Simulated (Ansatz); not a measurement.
# TlBiSe3 (model cell, started as cubic perovskite with Bi in the octahedra): a soft mode frozen in

Aim: this structure of TlBiSe3 (model cell, started as cubic perovskite with Bi in the octahedra) is to be tested for unstable modes, and one is followed downhill.

Main program and level: Ansatz 0.2.0; DFT PBEsol, scalar-relativistic, plane waves, PAW; PAW set soft_1.

The structure was built from a prototype and need not be the compound's stable phase.

**1. The structure**

It takes space group Pm-3m (No. 221, cubic). Conventional cell: a = 5.456 Å, b = 5.456 Å, c = 5.456 Å, α = 90.00°, β = 90.00°, γ = 90.00°. Nearest to Tl lie 12 Se at 3.86 Å. Nearest to Bi lie 6 Se at 2.73 Å. Se has 2 Bi at 2.73 Å nearest. Farther neighbours and most contacts between anions are not listed.

**2. Phonons on a q mesh**

The cell comes from relaxations at this level that are not shown. Stability and thermal properties need the whole zone. Linear response on a 2×2×2 q mesh gives force constants as far as a supercell of that size would.

The input, input.yaml:

```yaml
crystal:
  lattice:
    - [5.4560481392, 0.0, 0.0]
    - [0.0, 5.4560481392, 0.0]
    - [0.0, 0.0, 5.4560481392]
  atoms:
    - { symbol: Tl, position: [0.0, 0.0, 0.0] }
    - { symbol: Bi, position: [0.5, 0.5, 0.5] }
    - { symbol: Se, position: [0.5, 0.5, 0.0] }
    - { symbol: Se, position: [0.5, 0.0, 0.5] }
    - { symbol: Se, position: [0.0, 0.5, 0.5] }
kpoints:
  mp_grid: { grid: [8, 8, 8] }
hamiltonian:
  xc: pbesol
  pseudopotentials: { kind: paw, azcp: { folder: soft_1 }, xc_functional: pbe }
scf:
  occupations: { method: methfessel_paxton, width: 0.2 }
output:
  eigenvalues: true
phonons:
  method: dfpt
  qmesh: [2, 2, 2]
  temperatures: { t_max: 1000, t_step: 50 }
  qpath:
    path:
      - [[0.0, 0.0, 0.0], [0.0, 0.5, 0.0], [0.5, 0.5, 0.0], [0.0, 0.0, 0.0], [0.5, 0.5, 0.5], [0.0, 0.5, 0.0]]
      - [[0.5, 0.5, 0.5], [0.5, 0.5, 0.0]]
    npoints: 10
```

The run is started by

```
$ ansatz run input.yaml --threads 4 --pin off --max-ram 16384MiB --backend cpu --events-out ev --progress --plain --runs-dir out
```

Numbers of over 12 decimals in the logs are rounded to 6 here.

The program printed:

```text
Engine: ansatz 0.2.0, aarch64-unknown-linux-gnu
Pseudopotentials: kind: paw
Pseudopotential: Tl, paw, valence charge 13, recommended cutoff 420 eV (normal), soft_1/Tl.paw.azcp
Pseudopotential: Bi, paw, valence charge 15, recommended cutoff 420 eV (normal), soft_1/Bi.paw.azcp
Pseudopotential: Se, paw, valence charge 16, recommended cutoff 420 eV (normal), soft_1/Se.paw.azcp
Functional definition: PBEsol
  exchange = pbesol_x
  correlation = pbesol_c
Crystal: 5 atoms, lattice volume = 162.418 Å³
Basis set: ecut = 420 eV, 3191 PW (Γ), exchange–correlation on 80×80×80 points (8 copies of the dense FFT grid, shifted against one another)
Bands: 46, of which v1, the nominal top of the filled ones, is band 38 counted from 1 (37 counted from 0)
Symmetry: 48 space group operations
k-points: 35 of 512
Non-local potential: Tl, projectors of the file, l = 0: 2, l = 1: 2, l = 2: 2, l = 3: 1
Non-local potential: Bi, projectors of the file, l = 0: 2, l = 1: 2, l = 2: 2, l = 3: 1
Non-local potential: Se, projectors of the file, l = 0: 2, l = 1: 2, l = 2: 3, l = 3: 1
PAW form: soft (Blöchl's): semilocal exchange-correlation on the pseudo side does not see the compensation charge
PAW frozen core: Tl, regenerated for the run's functional, and the local potential with it (the file was generated under x = pbe(κ = 0.804, μ = 0.219515), c = pbe(β = 0.066725))
PAW frozen core: Bi, regenerated for the run's functional, and the local potential with it (the file was generated under x = pbe(κ = 0.804, μ = 0.219515), c = pbe(β = 0.066725))
PAW frozen core: Se, regenerated for the run's functional, and the local potential with it (the file was generated under x = pbe(κ = 0.804, μ = 0.219515), c = pbe(β = 0.066725))
PAW one-centre angular grid: Tl, 590 points (default); XC on 64 Gauss nodes
PAW one-centre angular grid: Bi, 590 points (default); XC on 64 Gauss nodes
PAW one-centre angular grid: Se, 590 points (default); XC on 64 Gauss nodes
Initial density: superposition of atomic densities (chi_scale 0.1, normalization cell, long waves kept (reshape's long-wave potential 0.03 eV rms))
Initial wavefunctions: pseudopotential atomic-orbital guess
Functional: x = pbesol(κ = 0.804, μ = 0.123457), c = pbesol(β = 0.046)
SCF iter   1: F=—  HF=-39814.899649 eV  |F-HF|=—  |Δ(HF+E_count)|=         —  Δρ=2.93e-2  dr2=2.63e0  ethr=3.10e-3  ⟨swp⟩=6.7  Hψ=6346  notcnv=0
preconditioner: auto → LDOS  [metal: Δε(μ)=0.018 eV  Ē_g=11.046 eV  σ=0.200 eV  W_gap=0.08  n_scr=32 (ndim 8)  ℏωp=17.5 eV  f_vac=0.039  D(μ)=5.41/eV (n_scr^D=32)  β→1.0]
SCF iter   2: F=—  HF=-39814.064992 eV  |F-HF|=—  |Δ(HF+E_count)|=   8.35e-1  S|Δr|=    0.00e0  Δρ=1.92e-2  dr2=5.38e-1  ethr=3.10e-3  ⟨swp⟩=3.1  Hψ=2861  notcnv=0  defer=63
SCF iter   3: F=—  HF=-39813.862990 eV  |F-HF|=—  |Δ(HF+E_count)|=   2.02e-1  S|Δr|=    0.00e0  Δρ=4.32e-3  dr2=5.47e-2  ethr=7.07e-4  ⟨swp⟩=3.9  Hψ=3482  notcnv=0  defer=63
SCF iter   4: F=—  HF=-39813.842998 eV  |F-HF|=—  |Δ(HF+E_count)|=   2.00e-2  S|Δr|=    0.00e0  Δρ=9.09e-4  dr2=3.62e-3  ethr=7.20e-5  ⟨swp⟩=2.0  Hψ=2020  notcnv=0  defer=63
SCF iter   5: F=—  HF=-39813.842132 eV  |F-HF|=—  |Δ(HF+E_count)|=   8.66e-4  S|Δr|=    0.00e0  Δρ=1.94e-4  dr2=1.33e-4  ethr=4.77e-6  ⟨swp⟩=2.0  Hψ=2374  notcnv=0  defer=63
SCF iter   6: F=—  HF=-39813.842080 eV  |F-HF|=—  |Δ(HF+E_count)|=   5.18e-5  S|Δr|=    0.00e0  Δρ=5.66e-5  dr2=3.94e-6  ethr=1.75e-7  ⟨swp⟩=2.0  Hψ=2882  notcnv=0  defer=63
SCF iter   7: F=—  HF=-39813.842073 eV  |F-HF|=—  |Δ(HF+E_count)|=   6.61e-6  S|Δr|=    0.00e0  Δρ=1.62e-5  dr2=3.50e-7  ethr=5.18e-9  ⟨swp⟩=2.0  Hψ=2897  notcnv=0  defer=63
SCF iter   8: F=—  HF=-39813.842073 eV  |F-HF|=—  |Δ(HF+E_count)|=   9.94e-9  S|Δr|=    0.00e0  Δρ=4.28e-6  dr2=2.54e-8  ethr=4.61e-10  ⟨swp⟩=2.0  Hψ=2880  notcnv=0  defer=63
SCF iter   9: F=—  HF=-39813.842073 eV  |F-HF|=—  |Δ(HF+E_count)|=   1.35e-8  S|Δr|=    0.00e0  Δρ=9.13e-7  dr2=1.43e-9  ethr=3.34e-11  ⟨swp⟩=2.1  Hψ=2309  notcnv=0  defer=63
SCF iter  10: F=—  HF=-39813.842073 eV  |F-HF|=—  |Δ(HF+E_count)|=  1.02e-10  S|Δr|=    0.00e0  Δρ=2.00e-7  dr2=1.04e-10  ethr=1.88e-12  ⟨swp⟩=2.0  Hψ=2876  notcnv=0  defer=63
SCF iter  11: F=-39813.842073 eV  HF=-39813.842073 eV  |F-HF|=1.46e-11  |Δ(HF+E_count)|=  7.28e-12  S|Δr|=    0.00e0  Δρ=5.24e-8  dr2=8.49e-12  ethr=1.00e-12  ⟨swp⟩=13.3  Hψ=9040  notcnv=0
SCF 1 converged in 11 iterations: F = -39813.842073 eV  dr2 = 8.49e-12
  greatest PAW one-centre occupation: 1.000 electrons in one spin orbital (limit 2), on the Se atom at site 4 (counted from 0), in its partial waves of l = 2
Initial density: read from a saved state, or passed on in memory by an earlier SCF of this step, an earlier step, the calling program or the single point that the run made first
iter 1 solved again at ethr=1.46e-7 eV; its pass at ethr=3.10e-3 eV (dr2=1.11e-4 eV) is discarded
SCF iter   1: F=—  HF=-39813.842076 eV  |F-HF|=—  |Δ(HF+E_count)|=         —  Δρ=5.92e-7  dr2=5.70e-10  ethr=1.46e-7  ⟨swp⟩=3.0  Hψ=10363  notcnv=0
eigensolver tolerance schedule: the retry pair's looser diagonalisation over-reported the residual by 195308.80 of it (diagonalisation noise at an unbounded share of the residual, at the tolerance the schedule requests for it); recorded, not acted on — ethr = c·dr2/N_el stays at c = 1.0e-1
preconditioner: auto → LDOS  [metal: Δε(μ)=0.012 eV  Ē_g=10.518 eV  σ=0.200 eV  W_gap=0.05  n_scr=32 (ndim 8)  ℏωp=17.5 eV  f_vac=0.042  D(μ)=6.78/eV (n_scr^D=56)  β→1.0]
SCF iter   2: F=—  HF=-39813.842073 eV  |F-HF|=—  |Δ(HF+E_count)|=   3.30e-6  S|Δr|=    0.00e0  Δρ=7.25e-7  dr2=5.26e-10  ethr=1.00e-12  ⟨swp⟩=4.0  Hψ=4504  notcnv=0
SCF iter   3: F=—  HF=-39813.842073 eV  |F-HF|=—  |Δ(HF+E_count)|=  3.13e-10  S|Δr|=    0.00e0  Δρ=2.58e-7  dr2=9.22e-11  ethr=1.00e-12  ⟨swp⟩=2.0  Hψ=2097  notcnv=0
SCF iter   4: F=—  HF=-39813.842073 eV  |F-HF|=—  |Δ(HF+E_count)|=  7.28e-12  S|Δr|=    0.00e0  Δρ=1.68e-7  dr2=3.85e-11  ethr=1.00e-12  ⟨swp⟩=1.0  Hψ=1610  notcnv=0
SCF iter   5: F=—  HF=-39813.842073 eV  |F-HF|=—  |Δ(HF+E_count)|=  1.46e-11  S|Δr|=    0.00e0  Δρ=1.06e-7  dr2=1.60e-11  ethr=1.00e-12  ⟨swp⟩=1.0  Hψ=1610  notcnv=0
SCF iter   6: F=-39813.842073 eV  HF=-39813.842073 eV  |F-HF|=7.28e-12  |Δ(HF+E_count)|=  1.46e-11  S|Δr|=    0.00e0  Δρ=6.24e-8  dr2=5.61e-12  ethr=1.00e-12  ⟨swp⟩=3.3  Hψ=3687  notcnv=0
SCF 2 converged in 6 iterations: F = -39813.842073 eV  dr2 = 5.61e-12
phonons: the bands overlap, so this run is a metal and interpolates without the dipole-dipole term. If the crystal is really an insulator or semiconductor, its LO-TO splitting is missing
NSCF: frozen V_eff on 35 k-points
WARN: eigensolver did not converge (k=10): 1 band(s) unlocked after 20 sweeps at ethr=1.17e-12 eV (storage-precision floor; scheduled 1.00e-12 eV) (lowest unlocked band 45, counted from 0; max residual 8.23e-6 eV among the unlocked bands, 8.23e-6 eV over every band; other slots of this pass that fall short are told together in one closing line; warning suppressed until the next SCF loop or pass starts)
WARN: eigensolver did not converge in 17 slots of this pass, the one above among them; of largest residual over every band (k=30): 1 band(s) unlocked (lowest unlocked band 45, counted from 0; max residual 5.27e-3 eV among the unlocked bands, 5.27e-3 eV over every band); of lowest unlocked band (k=10): band 45
NSCF: frozen V_eff on 125 k-points
DFPT response loops at q = (0, 0, 0) (fractional): preconditioner auto → Kerker (q_TF=auto, 2.404 Å⁻¹) (partly filled bands, converged f_vac=0.042); β = 1.00, the filter's whole step (`scf.mixing.beta` (0.50) is not read by the response loops under this deck's `scf.mixing.preconditioner`; to damp them name `kerker` or `kerker_dos`, under which they read `scf.mixing.beta`, and type it under 1.00, their step now; both keys bind the ground state too); Broyden in place of MSR1
NSCF: frozen V_eff on 250 k-points
DFPT response loops at q = (0, 0, -0.5) (fractional): mixed as the last ones told, above
NSCF: frozen V_eff on 250 k-points
DFPT response loops at q = (0, -0.5, -0.5) (fractional): mixed as the last ones told, above
NSCF: frozen V_eff on 250 k-points
DFPT response loops at q = (-0.5, -0.5, -0.5) (fractional): mixed as the last ones told, above
SCF converged after 11 iterations
Stability not checked: this state was not tested for a lower state beside it, because cold or Methfessel-Paxton smearing, or corrected tetrahedra, fill the levels in a way that the test cannot read (fill_not_monotonic; see scf.lower_state_search)
Free energy (F): -39813.842073 eV
Harris-Foulkes:  -39813.842073 eV  (|F-HF|=1.46e-11)
Internal energy: -39813.828238 eV  (E = F + TS)
E sigma→0 (E₀):  -39813.838614 eV
Entropy (-TS):   -0.013835 eV (-2.767 meV/atom)
Fermi energy:    5.802281 eV
--- Per-component energies (eV) ---
  E_band       = -1421.513625
  E_kinetic    = 847.845913
  E_local      = -11403.064687  (includes V_loc(G=0)·N_el)
  E_nonlocal   = -327.577105
  E_hartree    = 5543.365983
  E_xc         = -585.888701
  E_vxc        = -521.326946  (∫ρ·V_xc dr)
  E_paw        = -26805.946878  (= ΣΔE_a)
  E_vpaw       = -1104.121915  (= ΣTr[D̂ρ^β])
  E_aug_tail   = -0.000949  (compensation charges beyond the density's cutoff)
  E_ewald      = -7085.715296
  E_core_change = 3.153482  (= ΣΔE_core)
  E_smearing   = -0.013835  (= −TS)
  E_closure    = 0.000000  (closes the sum)
  Σ components = -39813.842073   (vs F -39813.842073, Δ=0.00e0)
--- Band table (eV; the first three rows and the last of 35) ---
  k-point 0: bands = [... 34 lower, 5.0974, 5.0974, 5.2631, 5.2631, 5.2631, 10.6258, 10.6258, 10.6258, ... 4 higher]
  k-point 1: bands = [... 34 lower, 5.0508, 5.2225, 5.2236, 5.2414, 5.2414, 10.0550, 10.4432, 10.4432, ... 4 higher]
  k-point 2: bands = [... 34 lower, 4.8731, 5.1287, 5.2607, 5.2607, 5.5371, 9.1573, 10.1589, 10.1589, ... 4 higher]
  k-point 34: bands = [... 34 lower, 5.0092, 6.2716, 6.2716, 6.2716, 6.9253, 6.9253, 6.9253, 7.5649, ... 4 higher]
--- Phonons (Γ-DFPT): 4 representative perturbations + reference (Σ response iterations 12) ---
  ASR residual: 9.245e-5 → 0.000e0 eV/Å²; symmetrization residual: 9.279e-5 eV/Å²
  ASR residual per site (eV/Å²): 5.98e-5 6.51e-5 9.24e-5 9.24e-5 9.24e-5
  Γ frequencies (cm⁻¹): -72.20 -72.20 -72.20 -66.98 -66.98 -66.98 -23.87 -23.87 -23.87 0.00 0.00 0.00 149.78 149.78 149.78
--- Phonons (arbitrary-q DFPT): 4 irreducible q on the 2×2×2 mesh ---
  q = [0.0000, 0.0000, 0.0000] (star 1, of the zone-centre solve; hermiticity 3.73e-5, symmetrization 3.88e-11): -72.20 -72.20 -72.20 -66.98 -66.98 -66.98 -23.87 -23.87 -23.87 -0.00 0.00 0.00 149.78 149.78 149.78
  q = [0.0000, 0.0000, -0.5000] (star 3, 9 solved perturbations in 975 linear systems a pass and spin channel, the states on 125 of 512 k-point pairs; hermiticity 8.98e-6, symmetrization 1.09e-11): -85.11 -80.39 -74.75 -74.75 -63.11 -63.11 -21.30 -21.30 -20.50 3.50 3.50 107.14 149.17 149.17 173.63
  q = [0.0000, -0.5000, -0.5000] (star 3, 9 solved perturbations in 975 linear systems a pass and spin channel, the states on 125 of 512 k-point pairs; hermiticity 3.77e-6, symmetrization 1.04e-11): -88.93 -88.93 -67.05 -67.05 -63.78 -52.88 -22.67 -19.30 -19.30 8.73 106.20 106.20 149.22 170.23 174.49
  q = [-0.5000, -0.5000, -0.5000] (star 1, 4 solved perturbations in 350 linear systems a pass and spin channel, the states on 125 of 512 k-point pairs; hermiticity 1.53e-7, symmetrization 3.14e-11): -81.73 -81.73 -81.73 -53.94 -53.94 -53.94 -15.10 -15.10 -15.10 105.13 105.13 105.13 176.06 177.94 177.94
  sum rule: each row above includes the acoustic sum rule's correction from the zone centre's row sums; it moved no ω² by more than (0.56 cm⁻¹)²
  mesh force constants: q→R imaginary residual 1.62e-18; ASR residual 9.245e-5 → 0.000e0 eV/Å²; symmetrization residual 8.882e-15 eV/Å²
  interpolated dispersion: 62 rows × 15 modes
  density of states and harmonic sums: on the 12×12×12 q-mesh, interpolated from the force constants of a 2×2×2 supercell (no non-analytic term)
  largest difference from the sums on the solved wave vectors: F 1.42e-1 eV, S 1.72e-4 and C_V 1.60e-5 eV/K
  zero-point energy: 0.042564 eV/cell   skipped modes (ω ≤ 0): 781, of them read as no rigid motion or as one in doubt: 778 (9.188e0 modes/cell left out, lowest -88.93 cm⁻¹)   left out of the sums: 6.13e-1 of the cell's modes: C_V's classical limit lies that fraction below 3 k_B per atom; for a crystal, a wire or a layer, F and S can be off by more, and a phonons.interpolated_qmesh denser along its periods is the remedy for the sampling
```

Elapsed: 8.8 min, on 4 threads of Arm Neoverse V2, shared host; peak memory 2.4 GiB.

In the SCF lines HF is the Harris–Foulkes energy and dr2 the Hartree energy of the density residual, in eV; the loop may stop once dr2 is under the threshold and the program's other checks hold. Hψ counts applications of the Hamiltonian.

Numbers from this step:

```
volume per atom                                         : 32.48 Å³
gap on the k-mesh                                       : 0 eV
sum-rule residual before enforcement                    : 9.24e-5 eV/Å²
lowest frequency on the path                            : -88.93 cm⁻¹
point group                                             : m-3m
highest frequency on the path or at a solved wavevector : 177.9 cm⁻¹
highest optical mode at the zone centre (no LO-TO term) : 149.8 cm⁻¹
lowest optical zone-centre mode                         : -72.2 cm⁻¹
lowest mode on the q mesh (acoustic modes at Γ apart)   : -88.93 cm⁻¹
```

Frequencies (cm⁻¹) solved at each irreducible wavevector; negative means imaginary. Frequencies by wavevector, by row:

```tsv
q in reciprocal lattice units	star	mode 1	mode 2	mode 3	mode 4	mode 13	mode 14	mode 15
0 0 0	1	-72.2	-72.2	-72.2	-67	149.8	149.8	149.8
0 0 -0.5	3	-85.1	-80.4	-74.8	-74.8	149.2	149.2	173.6
0 -0.5 -0.5	3	-88.9	-88.9	-67	-67	149.2	170.2	174.5
-0.5 -0.5 -0.5	1	-81.7	-81.7	-81.7	-53.9	176.1	177.9	177.9
```

Interpolated from a 2×2×2 q mesh. The phonon branches at the labelled points (cm⁻¹):

```tsv
point	branch 1	branch 2	branch 3	branch 4	branch 12	branch 13	branch 14	branch 15
Γ	-72	-72	-72	-67	0	150	150	150
halfway	-77	-76	-72	-72	75	150	150	162
X	-85	-80	-75	-75	107	149	149	174
halfway	-86	-77	-73	-71	107	149	161	173
M	-89	-89	-67	-67	106	149	170	174
halfway	-77	-76	-74	-70	75	149	160	162
Γ	-72	-72	-72	-67	0	150	150	150
halfway	-77	-77	-75	-68	75	161	162	162
R	-82	-82	-82	-54	105	176	178	178
halfway	-80	-79	-78	-66	106	162	163	174
X	-85	-80	-75	-75	107	149	149	174
jump to R	-82	-82	-82	-54	105	176	178	178
halfway	-84	-84	-74	-63	106	164	174	176
M	-89	-89	-67	-67	106	149	170	174
```

Symmetry leaves 4 wavevectors to solve. The lowest mode among them, the acoustic zeros apart, lies at q = (0, -0.5, -0.5) and is imaginary, 88.9i cm⁻¹, so the energy falls along it.

**3. The mode frozen in, largest atomic shift 0 Å**

The mode followed lies at q = (0, -0.5, -0.5) with frequency 88.9i cm⁻¹ and is 2-fold degenerate, the softest among the wavevectors solved. At small amplitude the distorted cell has space group no. 65 by a symmetry search on the positions. The undistorted cell that holds it gives the zero of energy on the same k mesh.

System of this step: TlBiSe3 (model cell, started as cubic perovskite with Bi in the octahedra). The structure is cubic, space group Pm-3m (No. 221). Conventional cell: a = 5.456 Å, b = 5.456 Å, c = 5.456 Å, α = 90.00°, β = 90.00°, γ = 90.00°. Tl has 12 Se at 3.86 Å nearest. Nearest to Bi lie 6 Se at 2.73 Å. Se has 2 Bi at 2.73 Å nearest. Nearest to Se lie 2 Bi at 2.73 Å. Farther neighbours and most contacts between anions are not listed.

The input, input.yaml:

```yaml
crystal:
  lattice:
    - [-5.4560481392, 0.0, 0.0]
    - [0.0, -5.4560481392, -5.4560481392]
    - [0.0, -5.4560481392, 5.4560481392]
  atoms:
    - { symbol: Tl, position: [0.0, 0.5, 0.5] }
    - { symbol: Tl, position: [0.0, 0.0, 0.0] }
    - { symbol: Bi, position: [0.5, 0.0, 0.5] }
    - { symbol: Bi, position: [0.5, 0.5, 0.0] }
    - { symbol: Se, position: [0.5, 0.25, 0.25] }
    - { symbol: Se, position: [0.5, 0.75, 0.75] }
    - { symbol: Se, position: [0.5, 0.25, 0.75] }
    - { symbol: Se, position: [0.5, 0.75, 0.25] }
    - { symbol: Se, position: [0.0, 0.0, 0.5] }
    - { symbol: Se, position: [0.0, 0.5, 0.0] }
kpoints:
  mp_grid: { grid: [8, 6, 6] }
hamiltonian:
  xc: pbesol
  pseudopotentials: { kind: paw, azcp: { folder: soft_1 }, xc_functional: pbe }
scf:
  occupations: { method: methfessel_paxton, width: 0.2 }
output:
  forces: true
  stress: true
  eigenvalues: true
```

The program printed:

```text
[...]
Crystal: 10 atoms, lattice volume = 324.836 Å³
Basis set: ecut = 420 eV, 6359 PW (Γ), exchange–correlation on 80×108×108 points (8 copies of the dense FFT grid, shifted against one another)
Bands: 92, of which v1, the nominal top of the filled ones, is band 76 counted from 1 (75 counted from 0)
Symmetry: 32 space group operations
[...]
k-points: 50 of 288
[...]
k-point 0: bands = [... 72 lower, 5.0997, 5.2645, 5.2645, 5.2662, 6.2703, 6.7050, 7.5515, 7.5515, ... 12 higher]
  k-point 1: bands = [... 72 lower, 5.0954, 5.2312, 5.2619, 5.2914, 6.0006, 6.1434, 8.0746, 8.4557, ... 12 higher]
  k-point 2: bands = [... 72 lower, 5.0438, 5.1398, 5.4174, 5.4879, 5.6231, 5.9005, 9.0810, 9.2188, ... 12 higher]
  k-point 49: bands = [... 72 lower, 4.9914, 4.9914, 6.2726, 6.2726, 6.7051, 6.7051, 7.5512, 7.5512, ... 12 higher]
[key lines of the parts left out:]
SCF converged after 8 iterations
Free energy (F): -79627.676715 eV
Fermi energy:    5.809799 eV
P = ⅓ Tr σ = -0.0064 GPa (-0.064 kbar)
```

The job ended after 19 s (4 threads; peak memory 1.5 GiB; 74 s of CPU time).

Numbers from this step:

| Property | Result |
| --- | --- |
| pressure | -0.006389 GPa |
| energy from the undistorted cell | 0 meV/atom |

The run ends at a pressure of -0.01 GPa.

(Part 1 of 3 ends here.)

[Logs are printed without paths, hosts, clocks, repeated set-up lines and the standing remarks that a program may print on its own settings, such as how far it seeks lower states.]

[Hosts, paths, dates, database ids (printed as entryN), source tags and the programs' standing remarks are cut or masked in the printed files.]
